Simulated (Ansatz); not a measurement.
# What NaB (Fm-3m) distorts into

Which phase does NaB (Fm-3m) fall into along its unstable mode, and how much energy does it gain?

Main program and level: Ansatz 0.2.0; DFT PBEsol, scalar-relativistic, plane waves, PAW; PAW set soft_1.

## 1. The structure

The structure is cubic, space group Fm-3m (No. 225). Conventional cell: a = 5.302 Å, b = 5.302 Å, c = 5.302 Å, α = 90.00°, β = 90.00°, γ = 90.00°. Na has 6 B at 2.65 Å nearest. B has 6 Na at 2.65 Å nearest. Farther neighbours are not listed.

## 2. The dispersion

The cell comes from relaxations at this level that are not shown. Stability and thermal properties need the whole zone. Linear response on a 4×4×4 q mesh gives force constants as far as a supercell of that size would.

File input.yaml:

```yaml
crystal:
  lattice:
    - [0.0, 2.6511930787, 2.6511930787]
    - [2.6511930787, 0.0, 2.6511930787]
    - [2.6511930787, 2.6511930787, 0.0]
  atoms:
    - { symbol: Na, position: [0.0, 0.0, 0.0] }
    - { symbol: B, position: [0.5, 0.5, 0.5] }
kpoints:
  mp_grid: { grid: [16, 16, 16] }
hamiltonian:
  xc: pbesol
  pseudopotentials: { kind: paw, azcp: { folder: soft_1 }, xc_functional: pbe }
scf:
  occupations: { method: methfessel_paxton, width: 0.2 }
output:
  eigenvalues: true
phonons:
  method: dfpt
  qmesh: [4, 4, 4]
  temperatures: { t_max: 1000, t_step: 50 }
  qpath:
    path:
      - [[0.0, 0.0, 0.0], [0.5, 0.0, 0.5], [0.625, 0.25, 0.625]]
      - [[0.375, 0.375, 0.75], [0.0, 0.0, 0.0], [0.5, 0.5, 0.5], [0.5, 0.25, 0.75], [0.5, 0.0, 0.5]]
    npoints: 10
```

The run is started by

```
$ ansatz run input.yaml --threads 4 --pin off --max-ram 10240MiB --backend cpu --events-out ev --progress --plain --runs-dir out
```

Numbers of over 12 decimals in the logs are rounded to 6 here.

Output:

```text
Engine: ansatz 0.2.0, aarch64-unknown-linux-gnu
Pseudopotentials: kind: paw
Pseudopotential: Na, paw, valence charge 9, recommended cutoff 420 eV (normal), soft_1/Na.paw.azcp
Pseudopotential: B, paw, valence charge 3, recommended cutoff 420 eV (normal), soft_1/B.paw.azcp
Functional definition: PBEsol
  exchange = pbesol_x
  correlation = pbesol_c
Crystal: 2 atoms, lattice volume = 37.270 Å³
Basis set: ecut = 420 eV, 725 PW (Γ), exchange–correlation on 54×54×54 points (8 copies of the dense FFT grid, shifted against one another)
Bands: 10, of which v1, the nominal top of the filled ones, is band 6 counted from 1 (5 counted from 0)
Symmetry: 48 space group operations
k-points: 145 of 4096
Non-local potential: Na, projectors of the file, l = 0: 3, l = 1: 2, l = 2: 1
Non-local potential: B, projectors of the file, l = 0: 2, l = 1: 2, l = 2: 1
PAW form: soft (Blöchl's): semilocal exchange-correlation on the pseudo side does not see the compensation charge
PAW frozen core: Na, regenerated for the run's functional, and the local potential with it (the file was generated under x = pbe(κ = 0.804, μ = 0.219515), c = pbe(β = 0.066725))
PAW frozen core: B, regenerated for the run's functional, and the local potential with it (the file was generated under x = pbe(κ = 0.804, μ = 0.219515), c = pbe(β = 0.066725))
PAW one-centre angular grid: Na, 110 points (default); XC on 64 Gauss nodes
PAW one-centre angular grid: B, 110 points (default); XC on 64 Gauss nodes
Initial density: superposition of atomic densities (chi_scale 0.1, normalization cell, long waves kept (reshape's long-wave potential 0.00 eV rms))
Initial wavefunctions: pseudopotential atomic-orbital guess
Functional: x = pbesol(κ = 0.804, μ = 0.123457), c = pbesol(β = 0.046)
SCF iter   1: F=—  HF=-1624.707550 eV  |F-HF|=—  |Δ(HF+E_count)|=         —  Δρ=1.72e-2  dr2=8.18e-2  ethr=3.10e-3  ⟨swp⟩=5.3  Hψ=7992  notcnv=0
preconditioner: auto → none  [metal: Δε(μ)=0.064 eV  Ē_g=7.985 eV  σ=0.200 eV  W_gap=0.26  n_scr=8 (ndim 8)  ℏωp=12.2 eV  f_vac=0.000  D(μ)=1.13/eV (n_scr^D=8)  sad-step TF]
SCF iter   2: F=—  HF=-1624.684135 eV  |F-HF|=—  |Δ(HF+E_count)|=   2.34e-2  S|Δr|=    0.00e0  Δρ=7.23e-3  dr2=2.02e-2  ethr=6.82e-4  ⟨swp⟩=2.0  Hψ=3050  notcnv=0
SCF iter   3: F=—  HF=-1624.677397 eV  |F-HF|=—  |Δ(HF+E_count)|=   6.74e-3  S|Δr|=    0.00e0  Δρ=1.19e-3  dr2=4.24e-4  ethr=1.68e-4  ⟨swp⟩=2.9  Hψ=2267  notcnv=0
SCF iter   4: F=—  HF=-1624.677394 eV  |F-HF|=—  |Δ(HF+E_count)|=   3.89e-6  S|Δr|=    0.00e0  Δρ=3.49e-4  dr2=1.66e-5  ethr=3.54e-6  ⟨swp⟩=2.0  Hψ=1789  notcnv=0
SCF iter   5: F=—  HF=-1624.677406 eV  |F-HF|=—  |Δ(HF+E_count)|=   1.28e-5  S|Δr|=    0.00e0  Δρ=2.50e-5  dr2=1.55e-7  ethr=1.38e-7  ⟨swp⟩=2.0  Hψ=2303  notcnv=0
SCF iter   6: F=—  HF=-1624.677407 eV  |F-HF|=—  |Δ(HF+E_count)|=   1.02e-7  S|Δr|=    0.00e0  Δρ=2.34e-6  dr2=3.24e-9  ethr=1.29e-9  ⟨swp⟩=2.8  Hψ=2143  notcnv=0  defer=2
SCF iter   7: F=—  HF=-1624.677407 eV  |F-HF|=—  |Δ(HF+E_count)|=  9.40e-10  S|Δr|=    0.00e0  Δρ=1.88e-7  dr2=1.97e-11  ethr=2.70e-11  ⟨swp⟩=1.9  Hψ=1696  notcnv=0  defer=2
SCF iter   8: F=-1624.677407 eV  HF=-1624.677407 eV  |F-HF|=6.82e-13  |Δ(HF+E_count)|=  2.05e-12  S|Δr|=    0.00e0  Δρ=1.82e-8  dr2=6.71e-14  ethr=1.00e-12  ⟨swp⟩=6.8  Hψ=6718  notcnv=0
SCF 1 converged in 8 iterations: F = -1624.677407 eV  dr2 = 6.71e-14
  greatest PAW one-centre occupation: 0.999 electrons in one spin orbital (limit 2), on the Na atom at site 0 (counted from 0), in its partial waves of l = 0
Initial density: read from a saved state, or passed on in memory by an earlier SCF of this step, an earlier step, the calling program or the single point that the run made first
iter 1 solved again at ethr=2.38e-7 eV; its pass at ethr=3.10e-3 eV (dr2=2.86e-5 eV) is discarded
SCF iter   1: F=—  HF=-1624.677406 eV  |F-HF|=—  |Δ(HF+E_count)|=         —  Δρ=1.70e-6  dr2=4.97e-10  ethr=2.38e-7  ⟨swp⟩=3.1  Hψ=12383  notcnv=0
eigensolver tolerance schedule: the retry pair's looser diagonalisation over-reported the residual by 57544.78 of it (diagonalisation noise at an unbounded share of the residual, at the tolerance the schedule requests for it); recorded, not acted on — ethr = c·dr2/N_el stays at c = 1.0e-1
preconditioner: auto → none  [metal: Δε(μ)=0.009 eV  Ē_g=8.018 eV  σ=0.200 eV  W_gap=0.04  n_scr=8 (ndim 8)  ℏωp=12.2 eV  f_vac=0.000  D(μ)=1.14/eV (n_scr^D=8)]
SCF iter   2: F=—  HF=-1624.677407 eV  |F-HF|=—  |Δ(HF+E_count)|=   1.96e-7  S|Δr|=    0.00e0  Δρ=1.48e-6  dr2=3.97e-10  ethr=4.14e-12  ⟨swp⟩=3.2  Hψ=3195  notcnv=0
SCF iter   3: F=—  HF=-1624.677407 eV  |F-HF|=—  |Δ(HF+E_count)|=  1.80e-10  S|Δr|=    0.00e0  Δρ=7.72e-7  dr2=1.05e-10  ethr=3.31e-12  ⟨swp⟩=2.0  Hψ=2271  notcnv=0
SCF iter   4: F=—  HF=-1624.677407 eV  |F-HF|=—  |Δ(HF+E_count)|=  5.05e-11  S|Δr|=    0.00e0  Δρ=3.62e-7  dr2=2.25e-11  ethr=1.00e-12  ⟨swp⟩=2.5  Hψ=2319  notcnv=0
SCF iter   5: F=—  HF=-1624.677407 eV  |F-HF|=—  |Δ(HF+E_count)|=  4.55e-12  S|Δr|=    0.00e0  Δρ=2.99e-7  dr2=1.56e-11  ethr=1.00e-12  ⟨swp⟩=3.0  Hψ=4346  notcnv=0
SCF iter   6: F=-1624.677407 eV  HF=-1624.677407 eV  |F-HF|=7.05e-12  |Δ(HF+E_count)|=  5.23e-12  S|Δr|=    0.00e0  Δρ=1.98e-7  dr2=6.41e-12  ethr=1.00e-12  ⟨swp⟩=1.0  Hψ=3480  notcnv=0
SCF 2 converged in 6 iterations: F = -1624.677407 eV  dr2 = 6.41e-12
phonons: the bands overlap, so this run is a metal and interpolates without the dipole-dipole term. If the crystal is really an insulator or semiconductor, its LO-TO splitting is missing
NSCF: frozen V_eff on 145 k-points
WARN: eigensolver did not converge in 2 slots of this pass, the one above among them; of largest residual over every band (k=9): 1 band(s) unlocked (lowest unlocked band 9, counted from 0; max residual 4.66e-6 eV among the unlocked bands, 4.66e-6 eV over every band); of lowest unlocked band (k=9): band 9
NSCF: frozen V_eff on 349 k-points
DFPT response loops at q = (0, 0, 0) (fractional): preconditioner auto → Kerker (q_TF=auto, 2.259 Å⁻¹) (partly filled bands, converged f_vac=0.000); β = 1.00, the filter's whole step (`scf.mixing.beta` (0.50) is not read by the response loops under this deck's `scf.mixing.preconditioner`; to damp them name `kerker` or `kerker_dos`, under which they read `scf.mixing.beta`, and type it under 1.00, their step now; both keys bind the ground state too); Broyden in place of MSR1
NSCF: frozen V_eff on 4352 k-points
DFPT response loops at q = (0, 0, 0.25) (fractional): mixed as the last ones told, above
NSCF: frozen V_eff on 2196 k-points
DFPT response loops at q = (0, 0, -0.5) (fractional): mixed as the last ones told, above
NSCF: frozen V_eff on 2320 k-points
DFPT response loops at q = (0, 0.25, 0.25) (fractional): mixed as the last ones told, above
NSCF: frozen V_eff on 8192 k-points
DFPT response loops at q = (0, 0.25, -0.5) (fractional): mixed as the last ones told, above
NSCF: frozen V_eff on 4352 k-points
DFPT response loops at q = (0, 0.25, -0.25) (fractional): mixed as the last ones told, above
NSCF: frozen V_eff on 1242 k-points
DFPT response loops at q = (0, -0.5, -0.5) (fractional): mixed as the last ones told, above
NSCF: frozen V_eff on 2320 k-points
DFPT response loops at q = (0.25, -0.5, -0.25) (fractional): mixed as the last ones told, above
SCF converged after 8 iterations
Stability not checked: this state was not tested for a lower state beside it, because cold or Methfessel-Paxton smearing, or corrected tetrahedra, fill the levels in a way that the test cannot read (fill_not_monotonic; see scf.lower_state_search)
Free energy (F): -1624.677407 eV
Harris-Foulkes:  -1624.677407 eV  (|F-HF|=6.82e-13)
Internal energy: -1624.676225 eV  (E = F + TS)
E sigma→0 (E₀):  -1624.677111 eV
Entropy (-TS):   -0.001182 eV (-0.591 meV/atom)
Fermi energy:    2.816736 eV
--- Per-component energies (eV) ---
  E_band       = -217.568183
  E_kinetic    = 148.880713
  E_local      = -1526.456776  (includes V_loc(G=0)·N_el)
  E_nonlocal   = 291.696885
  E_hartree    = 523.765948
  E_xc         = -64.149663
  E_vxc        = -79.273811  (∫ρ·V_xc dr)
  E_paw        = -358.281323  (= ΣΔE_a)
  E_vpaw       = -99.947112  (= ΣTr[D̂ρ^β])
  E_aug_tail   = 0.000016  (compensation charges beyond the density's cutoff)
  E_ewald      = -640.201429
  E_core_change = 0.069405  (= ΣΔE_core)
  E_smearing   = -0.001182  (= −TS)
  E_closure    = 0.000000  (closes the sum)
  Σ components = -1624.677407   (vs F -1624.677407, Δ=0.00e0)
--- Band table (eV; the first three rows and the last of 145) ---
  k-point 0: bands = ["-47.9449", "-20.0322", "-20.0322", "-20.0322", "-4.4476", "5.3080", "5.3080", "5.3080", "10.6094", "13.0965"]
  k-point 1: bands = ["-47.9449", "-20.0341", "-20.0324", "-20.0324", "-4.3980", "5.1158", "5.2784", "5.2784", "10.7225", "12.7582"]
  k-point 2: bands = ["-47.9446", "-20.0395", "-20.0329", "-20.0329", "-4.2510", "4.6006", "5.1967", "5.1967", "10.9345", "12.3001"]
  k-point 144: bands = ["-47.9420", "-20.0623", "-20.0623", "-20.0496", "-1.7720", "2.2332", "2.2332", "3.3064", "11.6109", "12.0808"]
--- Phonons (Γ-DFPT): 2 representative perturbations + reference (Σ response iterations 6) ---
  ASR residual: 2.959e-5 → 0.000e0 eV/Å²; symmetrization residual: 5.689e-8 eV/Å²
  ASR residual per site (eV/Å²): 2.96e-5 2.07e-6
  Γ frequencies (cm⁻¹): 0.00 0.00 0.00 306.48 306.48 306.48
--- Phonons (arbitrary-q DFPT): 8 irreducible q on the 4×4×4 mesh ---
  q = [0.0000, 0.0000, 0.0000] (star 1, of the zone-centre solve; hermiticity 4.48e-8, symmetrization 2.95e-13): -0.00 0.00 0.00 306.48 306.48 306.48
  q = [0.0000, 0.0000, 0.2500] (star 8, 2 solved perturbations on 2176 of 4096 k-point pairs; hermiticity 2.17e-7, symmetrization 1.24e-12): 65.87 109.70 109.70 265.24 283.51 283.51
  q = [0.0000, 0.0000, -0.5000] (star 4, 2 solved perturbations on 1098 of 4096 k-point pairs; hermiticity 8.09e-14, symmetrization 8.83e-13): -39.16 182.26 182.26 198.92 236.86 236.86
  q = [0.0000, 0.2500, 0.2500] (star 6, 4 solved perturbations in 3616 linear systems a pass and spin channel, the states on 1160 of 4096 k-point pairs; hermiticity 2.15e-7, symmetrization 6.07e-13): -77.80 -77.80 183.10 216.15 302.64 302.64
  q = [0.0000, 0.2500, -0.5000] (star 24, 4 solved perturbations in 12544 linear systems a pass and spin channel, the states on 4096 of 4096 k-point pairs; hermiticity 2.67e-7, symmetrization 8.33e-13): -147.72 53.86 55.71 252.06 278.90 280.97
  q = [0.0000, 0.2500, -0.2500] (star 12, 4 solved perturbations in 6672 linear systems a pass and spin channel, the states on 2176 of 4096 k-point pairs; hermiticity 3.25e-7, symmetrization 6.81e-13): -113.75 145.40 181.05 193.69 240.80 300.34
  q = [0.0000, -0.5000, -0.5000] (star 3, 4 solved perturbations in 1940 linear systems a pass and spin channel, the states on 621 of 4096 k-point pairs; hermiticity 1.38e-7, symmetrization 7.81e-13): -209.70 -133.54 -133.54 282.57 304.16 304.16
  q = [0.2500, -0.5000, -0.2500] (star 6, 4 solved perturbations in 3498 linear systems a pass and spin channel, the states on 1160 of 4096 k-point pairs; hermiticity 1.04e-7, symmetrization 1.32e-12): -174.58 -174.58 187.02 207.90 288.37 288.37
  sum rule: each row above includes the acoustic sum rule's correction from the zone centre's row sums; it moved no ω² by more than (0.59 cm⁻¹)²
  mesh force constants: q→R imaginary residual 8.40e-18; ASR residual 2.959e-5 → 0.000e0 eV/Å²; symmetrization residual 2.887e-15 eV/Å²
  interpolated dispersion: 62 rows × 6 modes
  density of states and harmonic sums: on the 20×20×20 q-mesh, interpolated from the force constants of a 4×4×4 supercell (no non-analytic term)
  largest difference from the sums on the solved wave vectors: F 8.02e-2 eV, S 1.09e-4 and C_V 2.97e-5 eV/K
  zero-point energy: 0.060855 eV/cell   skipped modes (ω ≤ 0): 389, of them read as no rigid motion or as one in doubt: 386 (1.523e0 modes/cell left out, lowest -209.70 cm⁻¹)   left out of the sums: 2.54e-1 of the cell's modes: C_V's classical limit lies that fraction below 3 k_B per atom; for a crystal, a wire or a layer, F and S can be off by more, and a phonons.interpolated_qmesh denser along its periods is the remedy for the sampling
```

Elapsed: 3.8 min, on 4 threads of Arm Neoverse V2, shared host; peak memory 3.2 GiB; 15 min of CPU time.

Numbers from this step:

| Quantity | Value |
| --- | --- |
| volume per atom | 18.63 Å³ |
| gap on the k-mesh | 0 eV |
| sum-rule residual before enforcement | 2.96e-5 eV/Å² |
| lowest frequency on the path | -209.7 cm⁻¹ |
| point group | m-3m |
| highest frequency on the path or at a solved wavevector | 306.5 cm⁻¹ |
| highest optical mode at the zone centre (no LO-TO term) | 306.5 cm⁻¹ |
| lowest optical zone-centre mode | 306.5 cm⁻¹ |
| lowest mode on the q mesh (acoustic modes at Γ apart) | -209.7 cm⁻¹ |

Frequencies (cm⁻¹) solved at each irreducible wavevector; negative means imaginary. Frequencies by wavevector, by row:

```csv
q in reciprocal lattice units,star,mode 1,mode 2,mode 3,mode 4,mode 5,mode 6
0 0 0,1,0,0,0,306.5,306.5,306.5
0 0 0.25,8,65.9,109.7,109.7,265.2,283.5,283.5
0 0 -0.5,4,-39.2,182.3,182.3,198.9,236.9,236.9
0 0.25 0.25,6,-77.8,-77.8,183.1,216.2,302.6,302.6
0 0.25 -0.5,24,-147.7,53.9,55.7,252.1,278.9,281
0 0.25 -0.25,12,-113.8,145.4,181.1,193.7,240.8,300.3
0 -0.5 -0.5,3,-209.7,-133.5,-133.5,282.6,304.2,304.2
0.25 -0.5 -0.25,6,-174.6,-174.6,187,207.9,288.4,288.4
```

Interpolated from a 4×4×4 q mesh. The phonon branches at the labelled points (cm⁻¹):

```csv
point,branch 1,branch 2,branch 3,branch 4,branch 5,branch 6
Γ,0,0,0,306,306,306
halfway,-78,-78,183,216,303,303
X,-210,-134,-134,283,304,304
halfway,-204,-124,-115,283,293,298
U,-186,-89,-8,264,281,286
jump to K,-186,-89,-8,264,281,286
halfway,-80,135,163,229,259,304
Γ,0,0,0,306,306,306
halfway,66,110,110,265,284,284
L,-39,182,182,199,237,237
halfway,-139,38,188,195,268,278
W,-175,-175,187,208,288,288
halfway,-200,-147,-26,277,284,298
X,-210,-134,-134,283,304,304
```

The phonon branches as a text plot (rows in cm⁻¹):

```
    296 |***********************************            *********
    274 |   *     **********     ***       ***       ****   *****
    253 |        *          ******           ***  ****      *
    231 |    ** *          *    *             * ***
    210 |      *            *  *               **       ****
    188 |      *             ***                 **********
    167 |    **              ** *              **  *       *
    145 |   *               ******            *     *
    124 |       *                            *              *
    102 |  *               *     ***        *        *
     81 |                   *     ***      *                 *
     59 |                           *     *****
     38 | *                          *   **    *      *
     16 |                               *
     -5 |**               *           **
    -27 |  *               *        **          *
    -48 |   *            *        **             **
    -70 |    ***                **                 *
    -91 |       **      ***    *                    *  *      *
   -113 |        ***   **    **                      *         *
   -134 |           ****    *                         * *     ***
   -156 |         **                                   **   **
   -177 |                 **                             ***
   -199 |           ******                                  *****
         Γ           X  U|K            Γ         L        W     X
```

Symmetry leaves 8 wavevectors to solve. The lowest mode among them, the acoustic zeros apart, lies at q = (0, -0.5, -0.5) and is imaginary, 209.7i cm⁻¹, so the energy falls along it.

## 3. The mode frozen in, largest atomic shift 0 Å

The mode followed lies at q = (0.25, -0.5, -0.25) with frequency 174.6i cm⁻¹ and is 2-fold degenerate, one of the unstable modes though not the softest. At small amplitude the distorted cell has space group no. 70 by a symmetry search on the positions. The undistorted cell that holds it gives the zero of energy on the same k mesh.

System of this step: NaB. The structure is cubic, space group Fm-3m (No. 225). Conventional cell: a = 5.302 Å, b = 5.302 Å, c = 5.302 Å, α = 90.00°, β = 90.00°, γ = 90.00°. Nearest to Na lie 6 B at 2.65 Å. B has 6 Na at 2.65 Å nearest. Farther neighbours are not listed.

input.yaml, the sections that differ from step 2:

```yaml
crystal:
  lattice:
    - [0.0, 0.0, -5.3023861574]
    - [5.3023861574, 0.0, 0.0]
    - [2.6511930787, -5.3023861574, -2.6511930787]
  atoms:
    - { symbol: Na, position: [0.5, 0.5, 0.0] }
    - { symbol: Na, position: [0.0, 0.0, 0.0] }
    - { symbol: Na, position: [0.25, 0.75, 0.5] }
    - { symbol: Na, position: [0.75, 0.25, 0.5] }
    - { symbol: B, position: [0.5, 0.0, 0.0] }
    - { symbol: B, position: [0.0, 0.5, 0.0] }
    - { symbol: B, position: [0.25, 0.25, 0.5] }
    - { symbol: B, position: [0.75, 0.75, 0.5] }
kpoints:
  mp_grid: { grid: [8, 8, 8] }
output:
  forces: true
  stress: true
  eigenvalues: true
# hamiltonian, scf: as in step 2
# phonons: removed
```

Output:

```text
[...]
Crystal: 8 atoms, lattice volume = 149.078 Å³
Basis set: ecut = 420 eV, 2913 PW (Γ), exchange–correlation on 72×72×90 points (8 copies of the dense FFT grid, shifted against one another)
Bands: 32, of which v1, the nominal top of the filled ones, is band 24 counted from 1 (23 counted from 0)
Symmetry: 64 space group operations
[...]
k-points: 59 of 512
[...]
k-point 0: bands = [... 20 lower, 1.2919, 2.2332, 2.2332, 2.2332, 2.2332, 3.3056, 3.3056, 3.8370, ... 4 higher]
  k-point 1: bands = [... 20 lower, 1.4906, 1.8320, 1.8320, 2.7145, 2.7145, 3.3780, 3.3780, 3.8795, ... 4 higher]
  k-point 2: bands = [... 20 lower, 1.5351, 1.5351, 1.9854, 3.2247, 3.2247, 3.5593, 3.5593, 4.0043, ... 4 higher]
  k-point 58: bands = [... 20 lower, 1.3032, 1.3032, 1.3032, 1.3032, 4.0395, 4.0395, 4.0395, 4.0395, ... 4 higher]
[key lines of the parts left out:]
SCF converged after 7 iterations
Free energy (F): -6498.707405 eV
Fermi energy:    2.808532 eV
P = ⅓ Tr σ = -0.0012 GPa (-0.012 kbar)
```

Elapsed: 2.8 s, on 4 threads; peak memory 0.53 GiB.

Numbers from this step:

```yaml
pressure: -0.001226 GPa
energy_from_the_undistorted_cell: 0 meV/atom
```

The run ends at a pressure of 0.00 GPa.

## 4. The mode frozen in, largest atomic shift 0.6 Å

The atoms are moved along the unstable eigenvector, the largest shift by 0.6 Å, with the cell fixed.

input.yaml, the sections that differ from step 3:

```yaml
crystal:
  lattice:
    - [0.0, 0.0, -5.3023861574]
    - [5.3023861574, 0.0, 0.0]
    - [2.6511930787, -5.3023861574, -2.6511930787]
  atoms:
    - { symbol: Na, position: [0.5449451482, 0.4550548518, 0.0] }
    - { symbol: Na, position: [-0.0449451482, 0.0449451482, 0.0] }
    - { symbol: Na, position: [0.2949451482, 0.7050548518, 0.5] }
    - { symbol: Na, position: [0.7050548518, 0.2949451482, 0.5] }
    - { symbol: B, position: [0.4199861994, -0.0800138006, 0.0] }
    - { symbol: B, position: [0.0800138006, 0.5800138006, 0.0] }
    - { symbol: B, position: [0.1699861994, 0.1699861994, 0.5] }
    - { symbol: B, position: [0.8300138006, 0.8300138006, 0.5] }
# kpoints, hamiltonian, scf, output: as in step 3
```

Output:

```text
[...]
Crystal: 8 atoms, lattice volume = 149.078 Å³
Basis set: ecut = 420 eV, 2913 PW (Γ), exchange–correlation on 72×72×90 points (8 copies of the dense FFT grid, shifted against one another)
Bands: 32, of which v1, the nominal top of the filled ones, is band 24 counted from 1 (23 counted from 0)
Symmetry: 8 space group operations
[...]
k-points: 95 of 512
[...]
k-point 0: bands = [... 20 lower, 1.1421, 1.9905, 2.0672, 2.6069, 2.7086, 2.9225, 3.2187, 4.5205, ... 4 higher]
  k-point 1: bands = [... 20 lower, 1.3094, 1.8145, 1.9897, 2.8140, 2.8488, 3.0771, 3.2977, 4.5191, ... 4 higher]
  k-point 2: bands = [... 20 lower, 1.4905, 1.5734, 2.1395, 3.1047, 3.2587, 3.3766, 3.5063, 4.4977, ... 4 higher]
  k-point 94: bands = [... 20 lower, 0.7765, 0.7765, 2.3044, 2.3044, 3.2923, 3.2923, 4.8553, 4.8553, ... 4 higher]
[key lines of the parts left out:]
SCF converged after 8 iterations
Free energy (F): -6500.284894 eV
Fermi energy:    2.897320 eV
P = ⅓ Tr σ = -3.1195 GPa (-31.195 kbar)
```

It took 5 s on 4 threads; peak memory 0.62 GiB.

Numbers from this step:

* pressure: -3.120 GPa
* energy from the undistorted cell: -197.2 meV/atom

The energy, extrapolated to zero smearing, is -197.17 meV/atom against the undistorted cell.

The run ends at a pressure of -3.12 GPa, with forces up to 1.4 eV/Å.

(Part 1 of 3 ends here.)

[Logs are printed without paths, hosts, clocks, repeated set-up lines and the standing remarks that a program may print on its own settings, such as how far it seeks lower states.]

[Hosts, paths, dates, database ids (printed as entryN), source tags and the programs' standing remarks are cut or masked in the printed files.]
